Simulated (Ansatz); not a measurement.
**Stretching the linear Ru chain**

Does stretching change the magnetism or the channel count of the linear Ru chain?

Program: Ansatz 0.2.0. Level of theory: DFT LDA, plane waves, PAW; relaxation of a chain's period, in the first sound run; inputs show where later runs differ. Results are calculated unless marked as measured.

Report form: the programs' logs are mostly left out.

**1. Set-up**

The cell holds 1 atom: 1 Ru. Its edges and angles: a = 7.500 Å, b = 7.500 Å, c = 2.716 Å, α = 90.0°, β = 90.0°, γ = 90.0°. Vacuum lies along a and b. The structure's axis is c.

**2. The relaxed wire**

Band widths follow the bond lengths, so the chain is relaxed first. The atoms and the third cell vector are free; the box across stays fixed as vacuum. Moments are seeded so that a magnetic state can form if it lies lower. A Fermi-Dirac smearing is set since the result may be a metal. The pressure printed is a third of the stress's trace over the whole box, vacuum included; only the stress along the axis is relaxed.

The input, input.yaml:

```yaml
crystal:
  lattice:
    - [7.5, 0.0, 0.0]
    - [0.0, 7.5, 0.0]
    - [0.0, 0.0, 2.7156]
  atoms:
    - { symbol: Ru, position: [0.5, 0.5, 0.0], spin: 2.0 }
magnetization:
  spin_polarized: true
kpoints:
  mp_grid: { grid: [1, 1, 30] }
scf:
  occupations: { method: fermi_dirac, width: 0.05 }
hamiltonian:
  xc: lda
relax:
  cell: { fix: [a, b, alpha, beta, gamma] }
  max_steps: 60
```

Started as:

```
> ansatz run input.yaml --threads 4 --pin off --max-ram 8192MiB --backend cpu --events-out ev --progress --plain --runs-dir out
```

Wall time 12 s (4 threads of Arm Neoverse V1, shared host); peak memory 0.39 GiB.

Step by step:

| step | energy less that of the first step (eV) | largest force component (eV/Å) | pressure (GPa) | volume (Å³) |
| --- | --- | --- | --- | --- |
| 1 | 0.0000 | 0.0000 | -2.05 | 152.75 |
| 2 | -0.3487 | 0.0000 | -3.27 | 145.31 |
| 3 | -0.7865 | 0.0000 | -3.15 | 137.86 |
| 4 | -1.1638 | 0.0000 | -2.45 | 130.47 |
| 5 | -1.3987 | 0.0000 | -1.12 | 123.02 |
| 6 | -1.4111 | 0.0000 | 0.71 | 118.44 |
| 7 | -1.4250 | 0.0000 | -0.22 | 120.53 |
| 8 | -1.4252 | 0.0000 | -0.12 | 120.29 |
| 9* | -1.4245 | 0.0000 | -0.12 | 120.29 |

Relaxation steps marked * repeat the geometry before them on a plane-wave basis chosen anew for their cell, so energy and pressure can jump there.

| cell as run | before | after | change |
| --- | --- | --- | --- |
| c (Å) | 2.716 | 2.138 | -21.3 % |

The relaxed structure:

```cif
data_structure
_symmetry_space_group_name_H-M 'P 1'
_symmetry_Int_Tables_number 1
_cell_length_a 7.5000
_cell_length_b 7.5000
_cell_length_c 2.1385
_cell_angle_alpha 90.000
_cell_angle_beta 90.000
_cell_angle_gamma 90.000
_cell_volume 120.29
loop_
_atom_site_label
_atom_site_type_symbol
_atom_site_fract_x
_atom_site_fract_y
_atom_site_fract_z
_atom_site_occupancy
Ru1 Ru 0.50000 0.50000 0.00000 1
```

Numbers from this step:

```yaml
energy_at_zero_smearing: -5753.5402 eV
cell_length_along_the_wire: 2.138 Å
```

The cell's length comes to 2.138 Å with no moment. That is -21 % against the start, more than a small adjustment.

The cell shrank by 21.3 % in its periodic edges.

**3. At a set period, period over the relaxed period 0.88, k-mesh 1×1×43**

This step: DFT LDA, plane waves, PAW; channels and complex bands of a perfect chain (Ansatz 0.2.0).

The period is set to 0.88 times the relaxed one: shorter bonds widen the bands.

The cell differs from the one that the last finished run ended in (c 2.138 → 1.882 Å).

input.yaml, the sections that differ from step 2:

```yaml
crystal:
  lattice:
    - [7.5, 0.0, 0.0]
    - [0.0, 7.5, 0.0]
    - [0.0, 0.0, 1.8818560962]
  atoms:
    - { symbol: Ru, position: [0.5, 0.5, 0.0], spin: 2.0 }
kpoints:
  mp_grid: { grid: [1, 1, 43] }
output:
  transmission:
    e_range: [-2, 2]
    de: 0.035
    kmesh: [1, 1]
    reduced_basis: true
    leads: [[0, 0]]
  stress: true
# magnetization, scf, hamiltonian: as in step 2
# relax: removed
```

Elapsed: 20 s, on 4 threads; peak memory 0.45 GiB.

This step gave:

```
energy at zero smearing                                   : -5752.2626 eV
channels at the energy nearest the Fermi level, spin up   : 6
channels at the energy nearest the Fermi level, spin down : 6
conductance of the lead as this run defines it            : 6.000 G₀
band gap                                                  : 0 eV
```

The open channels of the lead by energy, zero at the Fermi level:

| energy (eV) | spin up | spin down |
| --- | --- | --- |
| -2.00 | 6 | 6 |
| -1.90 | 6 | 6 |
| -1.79 | 6 | 6 |
| -1.69 | 6 | 6 |
| -1.58 | 6 | 6 |
| -1.48 | 6 | 6 |
| -1.37 | 6 | 6 |
| -1.23 | 6 | 6 |
| -1.12 | 6 | 6 |
| -1.02 | 6 | 6 |
| -0.92 | 6 | 6 |
| -0.81 | 6 | 6 |
| -0.70 | 6 | 6 |
| -0.60 | 6 | 6 |
| -0.49 | 6 | 6 |
| -0.39 | 6 | 6 |
| -0.28 | 6 | 6 |
| -0.18 | 6 | 6 |
| -0.07 | 6 | 6 |
| -0.01 | 6 | 6 |
| 0.07 | 6 | 6 |
| 0.17 | 6 | 6 |
| 0.28 | 6 | 6 |
| 0.38 | 6 | 6 |
| 0.48 | 4 | 4 |
| 0.59 | 4 | 4 |
| 0.69 | 4 | 4 |
| 0.80 | 4 | 4 |
| 0.91 | 4 | 4 |
| 1.01 | 4 | 4 |
| 1.11 | 4 | 4 |
| 1.22 | 4 | 4 |
| 1.36 | 4 | 4 |
| 1.47 | 4 | 4 |
| 1.57 | 4 | 4 |
| 1.68 | 4 | 4 |
| 1.78 | 4 | 4 |
| 1.89 | 4 | 4 |
| 1.99 | 4 | 4 |

At the computed energy nearest the Fermi level there are 6 spin-up and 6 spin-down channels, and the thermal average gives 6.00 G₀.

**4. The chain at a fixed length, period over the relaxed period 0.92, k-mesh 1×1×41**

The period is set to 0.92 times the relaxed one: shorter bonds widen the bands.

The cell differs from the one that the last finished run ended in (c 1.882 → 1.967 Å).

Edit input.yaml of step 3 so:

```diff
@@ -4,3 +4,3 @@
     - [0.0, 7.5, 0.0]
-    - [0.0, 0.0, 1.8818560962]
+    - [0.0, 0.0, 1.9673950096]
   atoms:
@@ -10,3 +10,3 @@
 kpoints:
-  mp_grid: { grid: [1, 1, 43] }
+  mp_grid: { grid: [1, 1, 41] }
 scf:
```

The job ended after 20 s (4 threads; peak memory 0.46 GiB).

At the computed energy nearest the Fermi level there are 6 spin-up and 6 spin-down channels, and the thermal average gives 6.00 G₀.

**5. The chain at a fixed length, period over the relaxed period 0.96, k-mesh 1×1×39**

The period is set to 0.96 times the relaxed one: shorter bonds widen the bands.

The cell differs from the one that the last finished run ended in (c 1.967 → 2.053 Å).

Edit input.yaml of step 4 so:

```diff
@@ -4,3 +4,3 @@
     - [0.0, 7.5, 0.0]
-    - [0.0, 0.0, 1.9673950096]
+    - [0.0, 0.0, 2.0529339231]
   atoms:
@@ -10,3 +10,3 @@
 kpoints:
-  mp_grid: { grid: [1, 1, 41] }
+  mp_grid: { grid: [1, 1, 39] }
 scf:
```

The job ended after 19 s (4 threads; peak memory 0.44 GiB; 62 s of CPU time).

At the computed energy nearest the Fermi level there are 6 spin-up and 6 spin-down channels, and the thermal average gives 6.00 G₀.

**6. The chain at a fixed length, period over the relaxed period 1, k-mesh 1×1×38**

The period is set to 1.0 times the relaxed one, as the point of reference.

Edit input.yaml of step 5 so:

```diff
@@ -4,3 +4,3 @@
     - [0.0, 7.5, 0.0]
-    - [0.0, 0.0, 2.0529339231]
+    - [0.0, 0.0, 2.1384728365]
   atoms:
@@ -10,3 +10,3 @@
 kpoints:
-  mp_grid: { grid: [1, 1, 39] }
+  mp_grid: { grid: [1, 1, 38] }
 scf:
```

The job ended after 20 s (4 threads; peak memory 0.46 GiB; 68 s of CPU time).

At the computed energy nearest the Fermi level there are 6 spin-up and 6 spin-down channels, and the thermal average gives 6.00 G₀.

**7. At a set period, period over the relaxed period 1.04, k-mesh 1×1×36**

The period is set to 1.04 times the relaxed one: longer bonds narrow the bands.

The cell differs from the one that the last finished run ended in (c 2.138 → 2.224 Å).

Edit input.yaml of step 6 so:

```diff
@@ -4,3 +4,3 @@
     - [0.0, 7.5, 0.0]
-    - [0.0, 0.0, 2.1384728365]
+    - [0.0, 0.0, 2.22401175]
   atoms:
@@ -10,3 +10,3 @@
 kpoints:
-  mp_grid: { grid: [1, 1, 38] }
+  mp_grid: { grid: [1, 1, 36] }
 scf:
```

Wall time 18 s (4 threads); peak memory 0.42 GiB; 58 s of CPU time.

At the computed energy nearest the Fermi level there are 4 spin-up and 6 spin-down channels, and the thermal average gives 5.03 G₀. The change of length costs 0.061 eV a cell and leaves an absolute moment of 0.93 μB a cell.

For the conductance of the lead as this run defines it, step 3 gave 6.00 G₀; this run, with period over the relaxed period 1.04 and k-mesh 1×1×36, gives 5.03 G₀ (-16 %).

**8. The chain at a fixed length, period over the relaxed period 1.08, k-mesh 1×1×35**

The period is set to 1.08 times the relaxed one: longer bonds narrow the bands.

The cell differs from the one that the last finished run ended in (c 2.224 → 2.310 Å).

Edit input.yaml of step 7 so:

```diff
@@ -4,3 +4,3 @@
     - [0.0, 7.5, 0.0]
-    - [0.0, 0.0, 2.22401175]
+    - [0.0, 0.0, 2.3095506635]
   atoms:
@@ -10,3 +10,3 @@
 kpoints:
-  mp_grid: { grid: [1, 1, 36] }
+  mp_grid: { grid: [1, 1, 35] }
 scf:
```

The job ended after 15 s (4 threads; peak memory 0.42 GiB; 51 s of CPU time).

At the computed energy nearest the Fermi level there are 4 spin-up and 6 spin-down channels, and the thermal average gives 5.00 G₀. The change of length costs 0.220 eV a cell and leaves an absolute moment of 1.17 μB a cell.

Between step 3 and this run (period over the relaxed period 1.08 and k-mesh 1×1×35) the value for the conductance of the lead as this run defines it moves from 6.00 G₀ to 5.00 G₀ (-17 %).

**9. The chain at a fixed length, period over the relaxed period 1.13, k-mesh 1×1×34**

The period is set to 1.13 times the relaxed one: longer bonds narrow the bands.

The cell differs from the one that the last finished run ended in (c 2.310 → 2.416 Å).

Edit input.yaml of step 8 so:

```diff
@@ -4,3 +4,3 @@
     - [0.0, 7.5, 0.0]
-    - [0.0, 0.0, 2.3095506635]
+    - [0.0, 0.0, 2.4164743053]
   atoms:
@@ -10,3 +10,3 @@
 kpoints:
-  mp_grid: { grid: [1, 1, 35] }
+  mp_grid: { grid: [1, 1, 34] }
 scf:
```

Wall time 15 s (4 threads); peak memory 0.42 GiB; 51 s of CPU time.

Open channels of the lead against energy, zero at the Fermi level:

| energy (eV) | spin up | spin down |
| --- | --- | --- |
| -2.00 | 3 | 3 |
| -1.90 | 3 | 3 |
| -1.79 | 3 | 3 |
| -1.69 | 3 | 3 |
| -1.58 | 3 | 3 |
| -1.48 | 3 | 3 |
| -1.37 | 5 | 3 |
| -1.23 | 5 | 3 |
| -1.12 | 6 | 3 |
| -1.02 | 6 | 3 |
| -0.92 | 6 | 3 |
| -0.81 | 6 | 3 |
| -0.70 | 6 | 4 |
| -0.60 | 6 | 4 |
| -0.49 | 6 | 6 |
| -0.39 | 4 | 6 |
| -0.28 | 4 | 6 |
| -0.18 | 4 | 6 |
| -0.07 | 4 | 6 |
| -0.01 | 4 | 6 |
| 0.07 | 4 | 6 |
| 0.17 | 4 | 6 |
| 0.28 | 4 | 6 |
| 0.38 | 4 | 6 |
| 0.48 | 4 | 6 |
| 0.59 | 4 | 4 |
| 0.69 | 4 | 4 |
| 0.80 | 4 | 4 |
| 0.91 | 3 | 4 |
| 1.01 | 3 | 4 |
| 1.11 | 3 | 4 |
| 1.22 | 3 | 4 |
| 1.36 | 1 | 4 |
| 1.47 | 1 | 4 |
| 1.57 | 1 | 3 |
| 1.68 | 1 | 3 |
| 1.78 | 1 | 3 |
| 1.89 | 1 | 1 |
| 1.99 | 1 | 1 |

At the computed energy nearest the Fermi level there are 4 spin-up and 6 spin-down channels, and the thermal average gives 5.00 G₀. The change of length costs 0.515 eV a cell and leaves an absolute moment of 1.28 μB a cell.

**10. At a set period, period over the relaxed period 1.2, k-mesh 1×1×32**

The period is set to 1.2 times the relaxed one: longer bonds narrow the bands.

The cell differs from the one that the last finished run ended in (c 2.416 → 2.566 Å).

Edit input.yaml of step 9 so:

```diff
@@ -4,3 +4,3 @@
     - [0.0, 7.5, 0.0]
-    - [0.0, 0.0, 2.4164743053]
+    - [0.0, 0.0, 2.5661674038]
   atoms:
@@ -10,3 +10,3 @@
 kpoints:
-  mp_grid: { grid: [1, 1, 34] }
+  mp_grid: { grid: [1, 1, 32] }
 scf:
```

Elapsed: 20 s, on 4 threads; peak memory 0.46 GiB.

At the computed energy nearest the Fermi level there are 4 spin-up and 6 spin-down channels, and the thermal average gives 5.00 G₀. The change of length costs 1.010 eV a cell and leaves an absolute moment of 1.71 μB a cell.

For the conductance of the lead as this run defines it, step 3 gave 6.00 G₀; this run, with period over the relaxed period 1.2 and k-mesh 1×1×32, gives 5.00 G₀ (-17 %).

**11. At a set period, period over the relaxed period 1.3, k-mesh 1×1×29**

The period is set to 1.3 times the relaxed one: longer bonds narrow the bands.

The cell differs from the one that the last finished run ended in (c 2.566 → 2.780 Å).

Edit input.yaml of step 10 so:

```diff
@@ -4,3 +4,3 @@
     - [0.0, 7.5, 0.0]
-    - [0.0, 0.0, 2.5661674038]
+    - [0.0, 0.0, 2.7800146875]
   atoms:
@@ -10,3 +10,3 @@
 kpoints:
-  mp_grid: { grid: [1, 1, 32] }
+  mp_grid: { grid: [1, 1, 29] }
 scf:
```

Elapsed: 21 s, on 4 threads; peak memory 0.46 GiB; 77 s of CPU time.

At the computed energy nearest the Fermi level there are 1 spin-up and 6 spin-down channels, and the thermal average gives 3.47 G₀. The change of length costs 1.552 eV a cell and leaves an absolute moment of 3.17 μB a cell.

For the conductance of the lead as this run defines it, step 3 gave 6.00 G₀; this run, with period over the relaxed period 1.3 and k-mesh 1×1×29, gives 3.47 G₀ (-42 %).

**12. Side by side**

Times are for 4 threads of Arm Neoverse V1, shared host. The series side by side:

| no. | period over the relaxed period | conductance of the lead as this run defines it (G₀) | absolute moment (μB) | energy at zero smearing less the lowest (eV) | time | memory (GiB) |
| --- | --- | --- | --- | --- | --- | --- |
| 1 | 0.88 | 6.000 | 0 | 1.263 | 20 s | 0.45 |
| 2 | 0.92 | 6.000 | 0 | 0.4821 | 20 s | 0.46 |
| 3 | 0.96 | 6.000 | 0 | 0.1083 | 19 s | 0.44 |
| 4 | 1 | 6.000 | 0 | 0 | 20 s | 0.46 |
| 5 | 1.04 | 5.025 | 0.9329 | 0.06100 | 18 s | 0.42 |
| 6 | 1.08 | 5.000 | 1.167 | 0.2196 | 15 s | 0.42 |
| 7 | 1.13 | 5.000 | 1.277 | 0.5150 | 15 s | 0.42 |
| 8 | 1.2 | 5.000 | 1.713 | 1.010 | 20 s | 0.46 |
| 9 | 1.3 | 3.475 | 3.175 | 1.552 | 21 s | 0.46 |

**13. A repeat with changed settings**

This step: DFT LDA, plane waves, PAW; channels and complex bands of a perfect chain; changed: hamiltonian.hubbard = {"sites": [{"species": "Ru", "l": "d", "u_eff": 8.0}], "double_counting": "fll"}, basis.ecutwfc = "14.7 Ry", scf.convergence.dr2_threshold = 1e-08 (Ansatz 0.2.0).

The input of the run at the relaxed period is made doubtful on purpose.

input.yaml, the sections that differ from step 11:

```yaml
crystal:
  lattice:
    - [7.5, 0.0, 0.0]
    - [0.0, 7.5, 0.0]
    - [0.0, 0.0, 2.1384728365]
  atoms:
    - { symbol: Ru, position: [0.5, 0.5, 0.0], spin: 2.0 }
kpoints:
  mp_grid: { grid: [1, 1, 38] }
scf:
  occupations: { method: fermi_dirac, width: 0.05 }
  convergence: { dr2_threshold: 1.0e-08 }
hamiltonian:
  xc: lda
  hubbard: { sites: [{ species: Ru, l: d, u_eff: 8.0 }], double_counting: fll }
basis:
  ecutwfc: "14.7 Ry"
# magnetization, output: as in step 11
```

Wall time 0.14 s (4 threads); peak memory 0.08 GiB.

The input was rejected at the start.

The program's message: “Error: inconsistent input (output.transmission.reduced_basis, hamiltonian.hubbard): a run with a Hubbard term is solved on all plane waves alone: leave reduced_basis out”

The change that led to it: hamiltonian.hubbard, basis.ecutwfc = "14.7 Ry" and scf.convergence.dr2_threshold = 1e-08.

**14. Summary of results**

```yaml
relaxed_cell_length: 2.138 Å
conductance_at_period_x_0p88: 6.00 G₀
conductance_at_period_x_1p0: 6.00 G₀
conductance_at_period_x_1p13: 5.00 G₀
conductance_at_period_x_1p3: 3.47 G₀
absolute_moment_at_period_x_0p88: 0 μB
absolute_moment_at_period_x_1p0: 0 μB
absolute_moment_at_period_x_1p3: 3.17 μB
```

**Reading.** In these runs no moment survives at the shortest period, and one is present from a factor of 1.04 on: longer bonds narrow the bands, which favours exchange splitting. The conductance goes from 6.00 G₀ at the shortest period to 3.47 G₀ at the longest, while the magnetic state changes too. Transport is coherent and elastic here: the atoms are frozen, so scattering by vibrations plays no part. No search over magnetic orders was made; another may lie lower. For the perfect chain only parallel moments were started; its antiparallel and spiral orders were not tested. The lead's cell of one atom keeps the chain straight and evenly spaced; a zigzag or dimerised form may lie lower.

[Logs are printed without paths, hosts, clocks, repeated set-up lines and the standing remarks that a program may print on its own settings, such as how far it seeks lower states.]

[Hosts, paths, dates, database ids (printed as entryN), source tags and the programs' standing remarks are cut or masked in the printed files.]
